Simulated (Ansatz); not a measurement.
# Quasiparticle gap of BaTiO3 (R3m)

How far does one-shot GW move the LDA gap of BaTiO3 (R3m)?

Main program and level: Ansatz 0.2.0; LDA, then G0W0 on it, plane waves, PAW.

## (1) The structure

The structure is trigonal, space group R3m (No. 160). Conventional cell: a = 5.655 Å, b = 5.655 Å, c = 6.955 Å, α = 90.00°, β = 90.00°, γ = 120.00°. Ba has 12 O at 2.79 to 2.89 Å nearest. Nearest to Ti lie 6 O at 1.87 to 2.14 Å. Nearest to O lie 2 Ti at 1.87 to 2.14 Å and 4 Ba at 2.79 to 2.89 Å. Farther neighbours and most contacts between anions are not listed.

The cell and positions come from the Crystallography Open Database and are kept as given unless a step says otherwise. Spin-orbit coupling is left out unless a step names it.

The logs state that the PAW files were generated under PBE.

## (2) The LDA band structure

Levels along a band path and on the mesh show where this functional puts the band edges.

This step: DFT, LDA, plane waves, PAW; PAW set soft_1.

Contents of input.yaml:

```yaml
crystal:
  lattice:
    - [2.8273666084, 1.6323808724, 2.3183934932]
    - [-2.8273666084, 1.6323808724, 2.3183934932]
    - [0.0, -3.2647617449, 2.3183934932]
  atoms:
    - { symbol: Ba, position: [0.0, 0.0, 0.0] }
    - { symbol: Ti, position: [0.4845, 0.4845, 0.4845] }
    - { symbol: O, position: [0.5086, 0.5086, 0.0175] }
    - { symbol: O, position: [0.0175, 0.5086, 0.5086] }
    - { symbol: O, position: [0.5086, 0.0175, 0.5086] }
kpoints:
  mp_grid: { grid: [6, 6, 6] }
  band_path:
    path:
      - [[0.0, 0.0, 0.0], [0.5, 0.5, 0.5], [0.50282879, 0.49717121, 0.5]]
      - [[0.5, -0.49717121, 0.49717121], [0.5, 0.0, 0.0], [0.0, 0.0, 0.0], [0.49858561, -0.49858561, 0.0]]
      - [[0.50141439, 0.0, 0.49858561], [0.5, 0.0, 0.5], [0.0, 0.0, 0.0]]
    npoints: 10
hamiltonian:
  xc: lda
  pseudopotentials: { kind: paw, azcp: { folder: soft_1 }, xc_functional: pbe }
scf:
  occupations: { method: fermi_dirac, width: 0.02 }
  n_extra_bands: 5
output:
  eigenvalues: true
  write_density: true
  write_potential: true
  elf: true
  volumetric_format: npy
```

Run with:

```sh
ansatz run input.yaml --threads 4 --pin off --max-ram 138240MiB --backend cuda --events-out ev --progress --plain --runs-dir out --devices 1 --max-vram 26GiB
```

Numbers of over 12 decimals in the logs are rounded to 6 here.

The program printed:

```text
scf.n_extra_bands = 5 over 20 filled bands (N_el = 40.0): the run solves 25 bands
GPUs: using 1 of 1 available (devices: 1).
Engine: ansatz 0.2.0, x86_64-unknown-linux-gnu
Pseudopotentials: kind: paw
Pseudopotential: Ba, paw, valence charge 10, recommended cutoff 420 eV (normal), soft_1/Ba.paw.azcp
Pseudopotential: Ti, paw, valence charge 12, recommended cutoff 420 eV (normal), soft_1/Ti.paw.azcp
Pseudopotential: O, paw, valence charge 6, recommended cutoff 420 eV (normal), soft_1/O.paw.azcp
Functional definition: SPW92
  exchange = slater_x
  correlation = pw_c
device memory: the entry about to start is reckoned to put 1.1 GiB on a device that reports 32.4 GiB free (of which the cap on the GPU budget leaves the run 26.0 GiB)
GPU FFT provider: cuFFT
GPU libraries: cuBLAS 13.8.2, cuFFT 12.4.0, cuSOLVER 12.3.4
Crystal: 5 atoms, lattice volume = 64.201 Å³
Basis set: ecut = 420 eV, 1237 PW (Γ)
Bands: 25, of which v1, the nominal top of the filled ones, is band 20 counted from 1 (19 counted from 0)
Symmetry: 6 space group operations
Space group: R3m (ITA 160), of the structure as read, at distance tolerance 4.0e-5 Å
k-points: 32 of 216 (time reversal used)
Non-local potential: Ba, projectors of the file, l = 0: 3, l = 1: 2, l = 2: 2, l = 3: 2
Non-local potential: Ti, projectors of the file, l = 0: 3, l = 1: 2, l = 2: 3, l = 3: 1
Non-local potential: O, projectors of the file, l = 0: 2, l = 1: 2, l = 2: 1
PAW form: soft (Blöchl's): semilocal exchange-correlation on the pseudo side does not see the compensation charge
PAW frozen core: Ba, regenerated for the run's functional, and the local potential with it (the file was generated under x = pbe(κ = 0.804, μ = 0.219515), c = pbe(β = 0.066725))
PAW frozen core: Ti, regenerated for the run's functional, and the local potential with it (the file was generated under x = pbe(κ = 0.804, μ = 0.219515), c = pbe(β = 0.066725))
PAW frozen core: O, regenerated for the run's functional, and the local potential with it (the file was generated under x = pbe(κ = 0.804, μ = 0.219515), c = pbe(β = 0.066725))
PAW one-centre angular grid: Ba, 194 points (default); XC on 64 Gauss nodes
PAW one-centre angular grid: Ti, 590 points (default); XC on 64 Gauss nodes
PAW one-centre angular grid: O, 110 points (default); XC on 64 Gauss nodes
Initial density: superposition of atomic densities (chi_scale 0.1, normalization cell, long waves kept (reshape's long-wave potential 0.00 eV rms))
Initial wavefunctions: pseudopotential atomic-orbital guess
GPU buffer pool allocated for 19683 grid points (all kernels)
GPU transforms: local potential and band sums: pruned to the plane-wave sphere, on 27×27×27
Functional: x = slater, c = lda
SCF iter   1: F=—  HF=-9905.100297 eV  |F-HF|=—  |Δ(HF+E_count)|=         —  Δρ=5.59e-2  dr2=1.95e0  ethr=3.10e-3  ⟨swp⟩=8.9  Hψ=4232  notcnv=0
preconditioner: auto → Resta (q_TF=auto, 2.521 Å⁻¹)  ε∞=5.9  [insulator: Δε(μ)=2.556 eV  Ē_g=11.514 eV  σ=0.020 eV  W_gap=1.00  n_scr=18 (ndim 8)  ℏωp=25.4 eV  f_vac=0.000  D(μ)=0.00/eV (n_scr^D=0)  ε∞_Penn≈5.9]
SCF iter   2: F=—  HF=-9904.716576 eV  |F-HF|=—  |Δ(HF+E_count)|=   3.84e-1  Δρ=2.48e-2  dr2=5.72e-1  ethr=3.10e-3  ⟨swp⟩=2.2  Hψ=1452  notcnv=0  defer=32
SCF iter   3: F=—  HF=-9904.604829 eV  |F-HF|=—  |Δ(HF+E_count)|=   1.12e-1  Δρ=7.75e-3  dr2=6.29e-2  ethr=1.43e-3  ⟨swp⟩=2.3  Hψ=2359  notcnv=0  defer=32
SCF iter   4: F=—  HF=-9904.586239 eV  |F-HF|=—  |Δ(HF+E_count)|=   1.86e-2  Δρ=1.65e-3  dr2=1.48e-3  ethr=1.57e-4  ⟨swp⟩=2.3  Hψ=1419  notcnv=0  defer=32
SCF iter   5: F=—  HF=-9904.586107 eV  |F-HF|=—  |Δ(HF+E_count)|=   1.31e-4  Δρ=2.69e-4  dr2=3.92e-5  ethr=3.70e-6  ⟨swp⟩=2.2  Hψ=1283  notcnv=0  defer=32
SCF iter   6: F=—  HF=-9904.586312 eV  |F-HF|=—  |Δ(HF+E_count)|=   2.05e-4  Δρ=3.86e-5  dr2=9.42e-7  ethr=9.79e-8  ⟨swp⟩=2.5  Hψ=1246  notcnv=0  defer=32
SCF iter   7: F=-9904.586312 eV  HF=-9904.586312 eV  |F-HF|=2.11e-8  |Δ(HF+E_count)|=   8.76e-8  Δρ=9.12e-6  dr2=4.10e-8  ethr=2.50e-10  ⟨swp⟩=9.0  Hψ=3039  notcnv=0
SCF 1 converged in 7 iterations: F = -9904.586312 eV  dr2 = 4.10e-8
  greatest PAW one-centre occupation: 0.998 electrons in one spin orbital (limit 2), on the Ti atom at site 1 (counted from 0), in its partial waves of l = 0
device memory: the entry about to start is reckoned to put 1.9 GiB on a device that reports 32.3 GiB free (of which the cap on the GPU budget leaves the run 26.0 GiB)
NSCF: frozen V_eff on 73 k-points, pencils in batches of 32, up to order 112
SCF converged after 7 iterations
Free energy (F): -9904.586312 eV
Harris-Foulkes:  -9904.586312 eV  (|F-HF|=2.11e-8)
Internal energy: -9904.586312 eV  (E = F + TS)
E sigma→0 (E₀):  -9904.586312 eV
Fermi energy:    11.002667 eV
--- Per-component energies (eV) ---
  E_band       = -151.075145
  E_kinetic    = 942.925149
  E_local      = -2203.245248  (includes V_loc(G=0)·N_el)
  E_nonlocal   = 320.899654
  E_hartree    = 842.712903
  E_xc         = -526.080420
  E_vxc        = -549.310967  (∫ρ·V_xc dr)
  E_paw        = -6473.486143  (= ΣΔE_a)
  E_vpaw       = -347.779282  (= ΣTr[D̂ρ^β])
  E_aug_tail   = 0.002241  (compensation charges beyond the density's cutoff)
  E_ewald      = -2809.213684
  E_core_change = 0.899235  (= ΣΔE_core)
  E_smearing   = -0.000000  (= −TS)
  E_closure    = -0.000000  (closes the sum)
  Σ components = -9904.586312   (vs F -9904.586312, Δ=0.00e0)
--- Band table (eV; the first three rows and the last of 32) ---
  k-point 0: bands = [... 16 lower, 8.7190, 9.3231, 9.4668, 9.4668, 12.1728, 12.1728, 12.3278, 14.3950, ... 1 higher]
  k-point 1: bands = [... 16 lower, 8.5493, 8.9132, 9.3463, 9.3605, 12.2229, 12.5573, 12.5836, 14.3913, ... 1 higher]
  k-point 2: bands = [... 16 lower, 8.2470, 8.3615, 9.0310, 9.1280, 12.2966, 13.2442, 13.3394, 14.3767, ... 1 higher]
  k-point 31: bands = [... 16 lower, 7.5312, 9.8033, 9.8033, 9.8179, 14.1730, 14.3221, 14.3221, 16.4735, ... 1 higher]
```

It took 7.4 s on 1 × NVIDIA H100 80GB HBM3 (shared by 3 runs) with 4 threads of AMD EPYC 7R13 (Zen 3), shared host; peak memory 0.91 GiB; 4.1 s of CPU time.

This step gave:

```
filled bands         : 20
gap                  : 2.355 eV
valence top at       : T
conduction bottom at : Γ
least direct gap     : 2.686 eV
```

Over mesh and path the gap is 2.355 eV, from k = (0.500, 0.500, 0.500) to k = Γ. The least direct gap found is 2.686 eV, at k = (0.050, -0.050, 0.000).

The electronic bands at the labelled points (eV, zero at the top of the highest nominally filled band):

```csv
point,band 17,band 18,band 19,band 20,band 21,band 22,band 23,band 24
Γ,-1.10,-0.49,-0.35,-0.35,2.35,2.35,2.51,4.58
halfway,-2.32,-0.72,-0.72,-0.58,3.52,3.53,3.53,6.31
T,-2.29,-0.01,-0.01,0.00,4.36,4.50,4.50,6.66
halfway,-2.29,-0.01,-0.01,0.00,4.36,4.50,4.50,6.66
H2,-2.29,-0.01,-0.01,0.00,4.35,4.50,4.50,6.66
jump to H0,-2.29,-0.01,-0.01,0.00,4.35,4.50,4.50,6.66
halfway,-2.10,-0.82,-0.57,-0.51,3.52,3.97,4.09,6.24
L,-1.68,-1.62,-0.93,-0.79,2.51,3.80,3.89,4.54
halfway,-1.43,-1.21,-0.63,-0.58,2.44,3.07,3.15,4.57
Γ,-1.10,-0.49,-0.35,-0.35,2.35,2.35,2.51,4.58
halfway,-1.60,-1.07,-0.86,-0.45,2.98,3.22,3.41,5.03
S0,-1.60,-0.85,-0.81,-0.05,3.88,3.88,4.22,5.13
jump to S2,-1.60,-0.85,-0.81,-0.05,3.88,3.88,4.22,5.13
halfway,-1.60,-0.85,-0.81,-0.05,3.88,3.88,4.22,5.13
F,-1.60,-0.85,-0.81,-0.05,3.88,3.88,4.22,5.13
halfway,-1.63,-0.99,-0.89,-0.47,3.06,3.20,3.41,5.04
Γ,-1.10,-0.49,-0.35,-0.35,2.35,2.35,2.51,4.58
```

ELF in the ac plane of the conventional cell at fractional y = 0.000, with atoms of Ba and Ti and O within 0.2 Å of it. It is the smooth field of the valence electrons, not physical close to the nuclei.

Ten even steps from '0' (0.02) to '9' (0.83), each cell a mean:
```
1696159889723982
8994026898411798
9741002443100268
3211210000122112
0025652001366410
0157862001478620
0147862001478520
5314531000255224
8731110000011158
7841110000011178
8733541000255258
5337862001478524
0158862001488620
0147751000367520
1013310000123210
6420002342100135
9972026897411599
4895159989722896
0496159758823981
```
Columns run along a (5.7 Å), rows up along c (7.0 Å), edges of the conventional cell, whose origin can differ from the input's. Atoms in or near the plane, at fractional coordinates: Ba at (0.00, 0.00), Ti at (0.00, 0.48), O at (0.50, 0.01).

Electrostatic potential energy in the ac plane of the conventional cell at fractional y = 0.000, with atoms of Ba and Ti and O within 0.2 Å of it. With pseudopotentials it is smooth inside the atoms' cores, unlike the true potential.

Values in eV, 19 rows by 16 columns, each cell a mean:
```
-40 -38 -19   3  12  14   1 -22 -26 -12  11  13   8  -7 -32 -40
-34 -25  -6   7  13  14  13   5   1  10  14  14  10   2 -16 -31
 -7  -1   6  11  14  15  15  14  14  14  15  14  13   9   2  -5
  8  10  12  14  15  15  14  13  13  14  15  15  14  13  11   9
 13  14  14  14  14  14  14  13  13  13  14  14  14  14  14  13
 12  13  14  14  13  14  14  13  12  13  14  14  14  14  14  13
  5   8  12  13  13  14  14  13  13  13  14  13  13  12  10   7
-17  -8   5  12  14  14  14  13  13  14  14  14  13   9  -2 -14
-31 -26  -7   9  14  15  14  14  13  14  15  14  12   2 -18 -30
-34 -31 -14   7  13  15  14  14  14  14  15  14  11  -2 -25 -33
-32 -27  -8   9  13  14  14  14  13  14  15  14  11   2 -20 -31
-20 -11   4  11  12  14  14  13  13  14  14  13  11   8  -4 -17
  4   7  11  12  12  14  14  13  13  13  14  13  12  12   9   5
 11  13  14  14  14  14  14  13  13  13  14  14  14  14  13  12
 11  12  13  14  15  15  14  13  13  14  14  15  14  14  13  11
  3   6  10  13  14  15  14  14  14  14  15  15  14  11   8   4
-20 -11   2  10  13  15  14   7   4  11  15  14  12   6  -5 -17
-39 -34 -12   5  12  14   3 -20 -24  -9  12  13   9  -2 -25 -38
-40 -39 -22   2  11  13  -8 -31 -37 -21   8  13   8  -9 -35 -40
```
Columns run along a (5.7 Å; values clipped at the 3rd and 97th percentile), rows up along c (7.0 Å), edges of the conventional cell, whose origin can differ from the input's. Atoms in or near the plane, at fractional coordinates: Ba at (0.00, 0.00), Ti at (0.00, 0.48), O at (0.50, 0.01).

[end of part 1 of 2]

[Paths, hosts, dates, memory and timing lines, banners, echoed tables and standing remarks are left out of the program output.]

[Logs are printed without paths, hosts, clocks, repeated set-up lines and the standing remarks that a program may print on its own settings, such as how far it seeks lower states.]

[Runs of the session that timed out or met a known fault of the program may be left out.]

[Cells called generated may have been cut or substituted from an entry of the Crystallography Open Database or the Materials Project.]

[Hosts, paths, dates, database ids (printed as entryN), source tags and the programs' standing remarks are cut or masked in the printed files.]

[Where an RPA ε∞ is given, it is that of the G0W0 mesh and is not shown converged in it. Names of k-points follow the symmetry that the program found, which can be lower than the space group named. Band edges on a path are those of the sampled points; other points can move an edge, and change direct to indirect where valleys lie close.]

[Hybrid gaps are those of their k-mesh and are not shown converged in it.]
